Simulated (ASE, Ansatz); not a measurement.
## Relaxing SnP2H16C6Cl2 (P-1) (108 atoms)

Wanted: the relaxed structure of SnP2H16C6Cl2 (P-1) (108 atoms) and its electronic structure.

Calculated with Ansatz 0.2.0; Kohn-Sham DFT, PBE+D4, PAW (set soft_2), plane waves.

## (1) Starting point

The cell holds 108 atoms: 4 Sn, 64 H, 8 P, 24 C and 8 Cl. Cell: a = 14.716 Å, b = 7.880 Å, c = 11.002 Å, α = 74.7°, β = 79.6°, γ = 78.0°. It derives from SnP2H16C6Cl2 (P-1), repeated 2×1×1. SnP2H16C6Cl2, space group P-1, structure from the Crystallography Open Database, 2 x 1 x 1 conventional cells; positions as listed; bonds to H set to neutron lengths (C-H 1.089, N-H 1.015, O-H 0.983, B-H 1.19 Å) where the listed ones are shorter.

What the set-up can't give: The Brillouin zone is sampled at Γ only, in a cell whose shortest periodic width is 7 Å.

## (2) Single point at the start

The forces at the start show how far the geometry lies from a minimum of this functional.

input.yaml reads:

```yaml
crystal:
  lattice:
    - [14.716, 0.0, 0.0]
    - [1.63296, 7.70894, 0.0]
    - [1.98796, 2.55023, 10.5161]
  atoms:
    - { symbol: Sn, position: [0.49351, 0.44979, 0.72232] }
    - { symbol: Sn, position: [0.00649, 0.55021, 0.27768] }
    - { symbol: H, position: [0.17607, 0.65233, 0.8572] }
    - { symbol: H, position: [0.32393, 0.34767, 0.1428] }
    - { symbol: H, position: [0.22724, 0.61607, 0.70492] }
    - { symbol: H, position: [0.27276, 0.38393, 0.29508] }
    - { symbol: H, position: [0.28335, 0.50201, 0.84111] }
    - { symbol: H, position: [0.21665, 0.49799, 0.15889] }
    - { symbol: H, position: [0.21252, 0.24008, 0.02891] }
    - { symbol: H, position: [0.28748, 0.75992, 0.97109] }
    - { symbol: H, position: [0.1104, 0.15749, 0.02181] }
    - { symbol: H, position: [0.3896, 0.84251, 0.97819] }
    - { symbol: H, position: [0.10003, 0.37272, 0.05068] }
    - { symbol: H, position: [0.39997, 0.62728, 0.94932] }
    - { symbol: H, position: [0.25759, 0.26119, 0.66396] }
    - { symbol: H, position: [0.24241, 0.73881, 0.33604] }
    - { symbol: H, position: [0.28832, 0.1451, 0.81537] }
    - { symbol: H, position: [0.21168, 0.8549, 0.18463] }
    - { symbol: H, position: [0.15012, 0.99445, 0.8584] }
    - { symbol: H, position: [0.34988, 0.00555, 0.1416] }
    - { symbol: H, position: [0.2245, 0.952, 0.72128] }
    - { symbol: H, position: [0.2755, 0.048, 0.27872] }
    - { symbol: H, position: [0.44562, 0.02151, 0.65941] }
    - { symbol: H, position: [0.05438, 0.97849, 0.34059] }
    - { symbol: H, position: [0.48913, 0.93216, 0.80804] }
    - { symbol: H, position: [0.01087, 0.06784, 0.19196] }
    - { symbol: H, position: [0.04811, 0.85594, 0.67138] }
    - { symbol: H, position: [0.45189, 0.14406, 0.32862] }
    - { symbol: H, position: [0.16194, 0.01809, 0.49556] }
    - { symbol: H, position: [0.33806, 0.98191, 0.50444] }
    - { symbol: H, position: [0.18824, 0.23265, 0.48389] }
    - { symbol: H, position: [0.31176, 0.76735, 0.51611] }
    - { symbol: H, position: [0.07987, 0.21294, 0.44334] }
    - { symbol: H, position: [0.42013, 0.78706, 0.55666] }
    - { symbol: P, position: [0.15174, 0.37344, 0.83113] }
    - { symbol: P, position: [0.34827, 0.62656, 0.16887] }
    - { symbol: P, position: [0.07968, 0.14291, 0.66838] }
    - { symbol: P, position: [0.42031, 0.85709, 0.33162] }
    - { symbol: C, position: [0.21595, 0.5538, 0.8061] }
    - { symbol: C, position: [0.28405, 0.4462, 0.1939] }
    - { symbol: C, position: [0.1428, 0.2763, 0.9998] }
    - { symbol: C, position: [0.3572, 0.7237, 0.0002] }
    - { symbol: C, position: [0.2297, 0.2019, 0.7611] }
    - { symbol: C, position: [0.2703, 0.7981, 0.2389] }
    - { symbol: C, position: [0.17675, 0.0552, 0.761] }
    - { symbol: C, position: [0.32325, 0.9448, 0.239] }
    - { symbol: C, position: [0.00865, 0.9712, 0.7055] }
    - { symbol: C, position: [0.49135, 0.0288, 0.2945] }
    - { symbol: C, position: [0.13265, 0.1526, 0.5069] }
    - { symbol: C, position: [0.36735, 0.8474, 0.4931] }
    - { symbol: Cl, position: [0.4275, 0.22657, 0.93526] }
    - { symbol: Cl, position: [0.07249, 0.77343, 0.06474] }
    - { symbol: Cl, position: [0.11199, 0.60082, 0.52057] }
    - { symbol: Cl, position: [0.38802, 0.39918, 0.47943] }
    - { symbol: Sn, position: [0.99351, 0.44979, 0.72232] }
    - { symbol: Sn, position: [0.50649, 0.55021, 0.27768] }
    - { symbol: H, position: [0.67607, 0.65233, 0.8572] }
    - { symbol: H, position: [0.82393, 0.34767, 0.1428] }
    - { symbol: H, position: [0.72724, 0.61607, 0.70492] }
    - { symbol: H, position: [0.77276, 0.38393, 0.29508] }
    - { symbol: H, position: [0.78335, 0.50201, 0.84111] }
    - { symbol: H, position: [0.71665, 0.49799, 0.15889] }
    - { symbol: H, position: [0.71252, 0.24008, 0.02891] }
    - { symbol: H, position: [0.78748, 0.75992, 0.97109] }
    - { symbol: H, position: [0.6104, 0.15749, 0.02181] }
    - { symbol: H, position: [0.8896, 0.84251, 0.97819] }
    - { symbol: H, position: [0.60003, 0.37272, 0.05068] }
    - { symbol: H, position: [0.89997, 0.62728, 0.94932] }
    - { symbol: H, position: [0.75759, 0.26119, 0.66396] }
    - { symbol: H, position: [0.74241, 0.73881, 0.33604] }
    - { symbol: H, position: [0.78832, 0.1451, 0.81537] }
    - { symbol: H, position: [0.71168, 0.8549, 0.18463] }
    - { symbol: H, position: [0.65012, 0.99445, 0.8584] }
    - { symbol: H, position: [0.84988, 0.00555, 0.1416] }
    - { symbol: H, position: [0.7245, 0.952, 0.72128] }
    - { symbol: H, position: [0.7755, 0.048, 0.27872] }
    - { symbol: H, position: [0.94562, 0.02151, 0.65941] }
    - { symbol: H, position: [0.55438, 0.97849, 0.34059] }
    [... 24 atom lines left out ...]
    - { symbol: C, position: [0.63265, 0.1526, 0.5069] }
    - { symbol: C, position: [0.86735, 0.8474, 0.4931] }
    - { symbol: Cl, position: [0.9275, 0.22657, 0.93526] }
    - { symbol: Cl, position: [0.57249, 0.77343, 0.06474] }
    - { symbol: Cl, position: [0.61199, 0.60082, 0.52057] }
    - { symbol: Cl, position: [0.88802, 0.39918, 0.47943] }
kpoints:
  mp_grid: { grid: [1, 1, 1] }
hamiltonian:
  xc: pbe
  dispersion: d4
scf:
  occupations: { method: gaussian, width: 0.025 }
output:
  forces: true
  stress: true
  populations: true
  dos:
    method: { smearing: { sigma: 0.15 } }
    de: 0.1
    projected: { site_lists: { C: [C], Cl: [Cl], H: [H], P: [P], Sn: [Sn] } }
  eigenvalues: true
```

Command:

```console
> ansatz run input.yaml --threads 4 --pin off --max-ram 8192MiB --backend cpu --events-out ev --progress --plain --runs-dir out
```

Numbers of over 12 decimals in the logs are rounded to 6 here.

Output:

```text
Warning: the atoms were moved onto the symmetric positions of the space group found under crystal.symmetry.tolerance 1.0e-5 (fractional; no operation is sought that the atoms, as they stand in a round, miss by more than twice it, and no atom is moved by as much as it), and the run uses the moved positions. [...]
Engine: ansatz 0.2.0, aarch64-unknown-linux-gnu
Pseudopotentials: kind: paw
Pseudopotential: Sn, paw, valence charge 14, recommended cutoff 420 eV (normal), Sn.paw.azcp
Pseudopotential: H, paw, valence charge 1, recommended cutoff 420 eV (normal), H.paw.azcp
Pseudopotential: P, paw, valence charge 5, recommended cutoff 420 eV (normal), P.paw.azcp
Pseudopotential: C, paw, valence charge 4, recommended cutoff 420 eV (normal), C.paw.azcp
Pseudopotential: Cl, paw, valence charge 7, recommended cutoff 420 eV (normal), Cl.paw.azcp
[... 5 lines on functional and potentials left out ...]
Crystal: 108 atoms, lattice volume = 1192.996 Å³
Basis set: ecut = 420 eV, 23335 PW (Γ), exchange–correlation on 200×108×150 points (8 copies of the dense FFT grid, shifted against one another)
Bands: 264, of which v1, the nominal top of the filled ones, is band 156 counted from 1 (155 counted from 0)
Symmetry: 4 space group operations
Space group: P-1 (ITA 2), of the structure as read, at distance tolerance 1.1e-4 Å
k-points: 1
[... 11 lines on functional and potentials left out ...]
Initial density: superposition of atomic densities (neutral atoms: chi_scale 0, normalization atom), corrected by the library's trained network
Initial wavefunctions: pseudopotential atomic-orbital guess
Functional: x = pbe(κ = 0.804, μ = 0.219515), c = pbe(β = 0.066725)
SCF iter   1: F=—  HF=-45854.974056 eV  |F-HF|=—  |Δ(HF+E_count)|=         —  Δρ=3.49e-3  dr2=1.49e-1  ethr=1.77e-3  ⟨swp⟩=7.0  Hψ=1256  notcnv=0  defer=73
preconditioner: auto → Resta (q_TF=auto, 2.182 Å⁻¹)  ε∞=2.7  [insulator: Δε(μ)=3.419 eV  Ē_g=13.582 eV  σ=0.025 eV  W_gap=1.00  n_scr=206 (ndim 8)  ℏωp=17.7 eV  f_vac=0.062  D(μ)=0.00/eV (n_scr^D=0)  ε∞_Penn≈2.7]
SCF iter   2: F=—  HF=-45854.961815 eV  |F-HF|=—  |Δ(HF+E_count)|=   1.22e-2  Δρ=1.68e-3  dr2=2.90e-2  ethr=4.79e-5  ⟨swp⟩=2.0  Hψ=464  notcnv=0  defer=104
SCF iter   3: F=—  HF=-45854.968956 eV  |F-HF|=—  |Δ(HF+E_count)|=   7.14e-3  Δρ=5.18e-4  dr2=3.66e-3  ethr=9.31e-6  ⟨swp⟩=2.0  Hψ=264  notcnv=0  defer=104
SCF iter   4: F=—  HF=-45854.970830 eV  |F-HF|=—  |Δ(HF+E_count)|=   1.87e-3  Δρ=1.41e-4  dr2=3.17e-4  ethr=1.17e-6  ⟨swp⟩=3.0  Hψ=269  notcnv=0  defer=104
SCF iter   5: F=—  HF=-45854.971210 eV  |F-HF|=—  |Δ(HF+E_count)|=   3.80e-4  Δρ=5.74e-5  dr2=6.91e-5  ethr=1.01e-7  ⟨swp⟩=3.0  Hψ=314  notcnv=0  defer=104
SCF iter   6: F=—  HF=-45854.972206 eV  |F-HF|=—  |Δ(HF+E_count)|=   9.96e-4  Δρ=1.49e-5  dr2=4.59e-6  ethr=2.21e-8  ⟨swp⟩=3.0  Hψ=269  notcnv=0  defer=104
SCF iter   7: F=—  HF=-45854.972209 eV  |F-HF|=—  |Δ(HF+E_count)|=   3.39e-6  Δρ=5.28e-6  dr2=4.67e-7  ethr=1.47e-9  ⟨swp⟩=3.0  Hψ=277  notcnv=0  defer=104
SCF iter   8: F=-45854.972210 eV  HF=-45854.972210 eV  |F-HF|=1.76e-9  |Δ(HF+E_count)|=   3.06e-7  Δρ=1.87e-6  dr2=6.28e-8  ethr=3.21e-11  ⟨swp⟩=16.0  Hψ=2082  notcnv=0
SCF 1 converged in 8 iterations: F = -45854.972210 eV  dr2 = 6.28e-8
  greatest PAW one-centre occupation: 0.993 electrons in one spin orbital (limit 2), on the Sn atom at site 55 (counted from 0), in its partial waves of l = 2
SCF converged after 8 iterations
Free energy (F): -45854.972210 eV
Harris-Foulkes:  -45854.972210 eV  (|F-HF|=1.76e-9)
Internal energy: -45854.972210 eV  (E = F + TS)
E sigma→0 (E₀):  -45854.972210 eV
Fermi energy:    3.690985 eV
--- Per-component energies (eV) ---
  E_band       = -1926.968373
  E_kinetic    = 5714.754032
  E_local      = -15902.768647  (includes V_loc(G=0)·N_el)
  E_nonlocal   = 1128.713422
  E_hartree    = 6414.648196
  E_xc         = -4631.864925
  E_vxc        = -4044.765583  (∫ρ·V_xc dr)
  E_paw        = -28788.301665  (= ΣΔE_a)
  E_vpaw       = -1652.116720  (= ΣTr[D̂ρ^β])
  E_aug_tail   = -0.086982  (compensation charges beyond the density's cutoff)
  E_ewald      = -9780.804603
  E_disp       = -9.261037  (pairwise vdW)
  E_smearing   = -0.000000  (= −TS)
  E_closure    = -0.000000  (closes the sum)
  Σ components = -45854.972210   (vs F -45854.972210, Δ=0.00e0)
--- Forces (eV/Å), atoms counted from 1 ---
  atom   1  Sn    -0.32314448     0.16391526    -0.03878107
  atom   2  Sn     0.32314448    -0.16391526     0.03878107
  atom   3  H     -0.16385070     0.27047317     0.21294890
  atom   4  H      0.16385070    -0.27047317    -0.21294890
  atom   5  H     -0.05262289    -0.03367539    -0.23327068
  atom   6  H      0.05262289     0.03367539     0.23327068
  atom   7  H      0.27988832    -0.09024250     0.12202703
  atom   8  H     -0.27988832     0.09024250    -0.12202703
  atom   9  H      0.31986680    -0.01069789     0.06258646
  atom  10  H     -0.31986680     0.01069789    -0.06258646
  atom  11  H     -0.17505208    -0.12163809     0.02933542
  atom  12  H      0.17505208     0.12163809    -0.02933542
  atom  13  H     -0.10149668     0.17811349     0.13010412
  atom  14  H      0.10149668    -0.17811349    -0.13010412
[...]
atom 107  Cl     0.07730916     0.12956262    -0.01041078
  atom 108  Cl    -0.07730916    -0.12956262     0.01041078
  max |Σ_I F_I| component: 3.19e-16 eV/Å
--- Stress (GPa, compression-positive) ---
        2.269405       0.292477      -0.249944
        0.292477       2.442687      -0.259176
       -0.249944      -0.259175       2.010876
  P = ⅓ Tr σ = 2.2410 GPa (22.410 kbar)
--- Band table (eV) ---
  k-point 0: bands = ["-18.1303", "-18.1303", "-18.1284", "-18.1284", [... 248 levels ...], "11.5290", "11.5706", "11.7081", "11.7455", "11.7920", "11.8242", "11.8400", "11.8552", "11.9373", "11.9645", "12.0745", "12.0865"]
--- Löwdin populations: 108 sites ---
  site symbol       q [e]
     0     Sn     13.6366
     1     Sn     13.6366
     2      H      0.7888
[...]
107     Cl      7.5367
  spilling = 0.010179 (of n_electrons = 312.000000)
```

Wall time 12 s (4 threads of Arm Neoverse V2, shared host); peak memory 1.3 GiB.

The program notes that positions were snapped to a detected symmetry.

Read from the output:

- free energy: -45854.9722 eV
- free energy per atom: -424.5831 eV/atom
- SCF cycles: 8
- pressure: 2.241 GPa
- r.m.s. force component: 0.1783 eV/Å
- longest force: 0.4801 eV/Å
- Fermi energy: 3.691 eV
- gap (highest filled to lowest empty level): 3.415 eV
- spilling of the projection: 0.01018

The r.m.s. force component of 0.18 eV/Å and the pressure of 2.2 GPa set the starting point.

Length of the force by element:

```
element  coordination  atoms  mean length of the force (eV/Å)  spread  least   most
      C           all     24                            0.240  0.0553  0.161  0.306
     Cl           all      8                            0.199  0.0475  0.151  0.246
      H           all     64                            0.320  0.0924  0.215  0.480
      P           all      8                            0.319   0.093  0.226  0.412
     Sn           all      4                            0.364       0  0.364  0.364
```

## (3) Relaxation

The atoms are relaxed in the fixed cell, aiming at the force tolerance of the input.

input.yaml, the sections that differ from step 2:

```yaml
output:
  forces: true
relax:
  f_tol: 0.03
  max_steps: 200
# crystal, kpoints, hamiltonian, scf: as in step 2
```

Output:

```text
[...]
Crystal: 108 atoms, lattice volume = 1192.996 Å³
Basis set: ecut = 420 eV, 23335 PW (Γ), exchange–correlation on 200×108×150 points (8 copies of the dense FFT grid, shifted against one another)
Bands: 264, of which v1, the nominal top of the filled ones, is band 156 counted from 1 (155 counted from 0)
Symmetry: 4 space group operations
[...]
k-points: 1
[...]
SCF iter   1: F=—  HF=-45854.974056 eV  |F-HF|=—  |Δ(HF+E_count)|=         —  Δρ=3.49e-3  dr2=1.49e-1  ethr=1.77e-3  ⟨swp⟩=7.0  Hψ=1256  notcnv=0  defer=73
[...]
SCF iter   6: F=-45854.972208 eV  HF=-45854.972206 eV  |F-HF|=1.87e-6  |Δ(HF+E_count)|=   2.16e-5  Δρ=1.48e-5  dr2=4.43e-6  ethr=7.21e-9  ⟨swp⟩=5.0  Hψ=681  notcnv=0
SCF 1 converged in 6 iterations: F = -45854.972208 eV  dr2 = 4.43e-6
[...]
relax step   1: F+E_penalty+E_count = -45854.97220790 eV  Δ(F+E_penalty+E_count) = +0.000e0 eV  max|allowed force component| = 4.601e-1 eV/Å  Δτ_max = 0.0000 Å  (6 SCF iters, dr2 threshold 2.25e-5 eV, accepted)
[...]
relax step   2: F+E_penalty+E_count = -45855.27962992 eV  Δ(F+E_penalty+E_count) = -3.074e-1 eV  max|allowed force component| = 5.014e-1 eV/Å  Δτ_max = 0.1558 Å  (7 SCF iters, dr2 threshold 1.32e-5 eV, accepted)
[...]
relax step   3: F+E_penalty+E_count = -45855.49743909 eV  Δ(F+E_penalty+E_count) = -2.178e-1 eV  max|allowed force component| = 1.915e-1 eV/Å  Δτ_max = 0.1132 Å  (6 SCF iters, dr2 threshold 1.57e-5 eV, accepted)
relax step   4: F+E_penalty+E_count = -45855.54117270 eV  Δ(F+E_penalty+E_count) = -4.373e-2 eV  max|allowed force component| = 7.905e-2 eV/Å  Δτ_max = 0.0715 Å  (6 SCF iters, dr2 threshold 5.35e-6 eV, accepted)
relax step   5: F+E_penalty+E_count = -45855.56606413 eV  Δ(F+E_penalty+E_count) = -2.489e-2 eV  max|allowed force component| = 7.020e-2 eV/Å  Δτ_max = 0.0966 Å  (7 SCF iters, dr2 threshold 9.12e-7 eV, accepted)
relax step   6: F+E_penalty+E_count = -45855.57707531 eV  Δ(F+E_penalty+E_count) = -1.101e-2 eV  max|allowed force component| = 6.096e-2 eV/Å  Δτ_max = 0.0681 Å  (8 SCF iters, accepted)
relax step   7: F+E_penalty+E_count = -45855.58339370 eV  Δ(F+E_penalty+E_count) = -6.318e-3 eV  max|allowed force component| = 4.347e-2 eV/Å  Δτ_max = 0.0767 Å  (6 SCF iters, dr2 threshold 2.80e-6 eV, accepted)
relax step   8: F+E_penalty+E_count = -45855.58637091 eV  Δ(F+E_penalty+E_count) = -2.977e-3 eV  max|allowed force component| = 2.253e-2 eV/Å  Δτ_max = 0.0227 Å  (6 SCF iters, dr2 threshold 9.61e-7 eV, accepted)
[...]
relax step   9: F+E_penalty+E_count = -45855.58637097 eV  Δ(F+E_penalty+E_count) = -5.864e-8 eV  max|allowed force component| = 2.251e-2 eV/Å  Δτ_max = 0.0000 Å  (2 SCF iters, accepted)
SCF converged after 2 iterations
Free energy (F): -45855.586371 eV
[...]
Internal energy: -45855.586371 eV  (E = F + TS)
E sigma→0 (E₀):  -45855.586371 eV
Fermi energy:    3.588474 eV
[...]
--- Forces (eV/Å), atoms counted from 1 ---
  atom   1  Sn     0.01662114    -0.00129791    -0.02009378
  atom   2  Sn    -0.01662114     0.00129791     0.02009378
  atom   3  H     -0.00289445     0.00777878     0.00765763
  atom   4  H      0.00289445    -0.00777878    -0.00765763
  atom   5  H      0.00438245    -0.00115779    -0.00379249
  atom   6  H     -0.00438245     0.00115779     0.00379249
  atom   7  H      0.01077029    -0.00222947     0.00696712
  atom   8  H     -0.01077029     0.00222947    -0.00696712
  atom   9  H      0.00377514     0.00030961     0.00556620
  atom  10  H     -0.00377514    -0.00030961    -0.00556620
  atom  11  H     -0.00657198    -0.00497834    -0.00046209
  atom  12  H      0.00657198     0.00497834     0.00046209
  atom  13  H     -0.00393383     0.00474414     0.00811016
  atom  14  H      0.00393383    -0.00474414    -0.00811016
[...]
atom 107  Cl    -0.01971383    -0.00782157     0.00338571
  atom 108  Cl     0.01971383     0.00782157    -0.00338571
  max |Σ_I F_I| component: 1.04e-17 eV/Å
--- Relaxed structure (9 steps of the walk, 9 accepted, 0 SCFs on fresh bases) ---
  F+E_penalty+E_count = -45855.58637097 eV   max|allowed force component| = 2.251e-2 eV/Å
  atoms:
    - { symbol: Sn, position: [0.488683, 0.441820, 0.725349] }
    - { symbol: Sn, position: [0.011317, 0.558180, 0.274651] }
    - { symbol: H, position: [0.170739, 0.659933, 0.849586] }
    - { symbol: H, position: [0.329261, 0.340067, 0.150414] }
[...]
- { symbol: Cl, position: [0.892360, 0.386451, 0.474945] }
```

Wall time 57 s (4 threads); peak memory 1.3 GiB; 3.6 min of CPU time.

The steps of the relaxation:

```
step  energy less that of the first step (eV)  largest force component (eV/Å)
   1                                   0.0000                          0.4601
   2                                  -0.3074                          0.5014
   3                                  -0.5252                          0.1915
   4                                  -0.5690                          0.0790
   5                                  -0.5939                          0.0702
   6                                  -0.6049                          0.0610
   7                                  -0.6112                          0.0435
   8                                  -0.6142                          0.0225
   9                                  -0.6142                          0.0225
```

The run keeps the 4 symmetry operations that it works with, so distortions that break them were not tested.

The atoms that moved most (Å):

```
atom      dx      dy      dz  length
 H81   0.080  -0.006  -0.449   0.456
 H27   0.080  -0.006  -0.449   0.456
 H82  -0.080   0.006   0.449   0.456
 H28  -0.080   0.006   0.449   0.456
 H34  -0.325  -0.267   0.119   0.437
 H88  -0.325  -0.267   0.119   0.437
 H87   0.325   0.267  -0.119   0.437
 H33   0.325   0.267  -0.119   0.437
```

The relaxation changed the energy by -5.69 meV/atom, and atoms moved by 0.23 Å r.m.s., 0.46 Å at most.

## (4) Distances and neighbours after relaxation

Density 1.89 g/cm³, 11.05 Å³ an atom.

g(r), total and by pair (bins of 0.2 Å):

```
r (Å)  total   H-H    H-C  H-Cl    H-P  H-Sn   C-C
 1.00   2.81  0.00  10.70  0.00   0.00  0.00  0.00
 1.20   1.54  0.00   5.85  0.00   0.00  0.00  0.00
 1.40   0.00  0.00   0.00  0.00   0.00  0.00  0.00
 1.60   0.14  0.00   0.00  0.00   0.00  0.00  2.83
 1.80   2.01  4.05   0.00  0.00   0.00  0.00  0.00
 2.00   0.00  0.00   0.00  0.00   0.00  0.00  0.00
 2.20   0.37  0.27   1.04  0.00   0.00  0.00  0.00
 2.40   1.16  0.63   0.00  0.60  10.16  0.00  0.00
 2.60   0.81  1.90   0.00  0.56   0.00  0.00  0.00
 2.80   0.99  1.04   0.45  2.40   0.00  0.96  1.59
 3.00   1.53  1.17   2.43  2.08   0.85  1.57  3.08
 3.20   1.09  0.93   2.31  1.50   0.00  0.00  0.00
 3.40   0.60  0.77   0.42  1.29   0.00  0.00  1.11
 3.60   1.03  0.87   1.42  0.28   0.00  0.58  0.25
 3.80   1.16  0.92   1.18  0.54   0.79  2.02  2.02
 4.00   1.43  1.67   0.63  1.65   1.17  5.07  1.20
 4.20   0.86  1.13   0.63  0.41   0.63  0.00  1.83
 4.40   0.84  0.72   1.15  1.14   0.77  1.13  0.00
 4.60   1.05  0.78   1.06  1.76   1.57  0.70  0.48
 4.80   0.88  0.67   0.75  1.30   0.79  2.58  0.42
 5.00   0.89  1.11   0.74  0.73   1.50  0.60  0.67
 5.20   0.99  1.08   0.87  1.09   1.51  0.55  0.97
 5.40   0.93  0.94   1.06  0.76   1.15  0.51  0.47
 5.60   0.86  0.84   0.91  0.82   1.18  0.49  0.73
 5.80   0.96  0.76   1.03  1.44   1.22  1.34  1.26
 6.00   1.00  0.98   0.86  1.23   0.82  1.44  1.45
 6.20   0.85  0.86   0.90  0.58   1.05  0.96  0.51
 6.40   1.07  1.16   1.00  0.82   0.81  1.07  1.52
```

(Part 1 of 2 ends here.)

[Logs are printed without paths, hosts, clocks, repeated set-up lines and the standing remarks that a program may print on its own settings, such as how far it seeks lower states.]

[Hosts, paths, dates, database ids (printed as entryN), source tags and the programs' standing remarks are cut or masked in the printed files.]
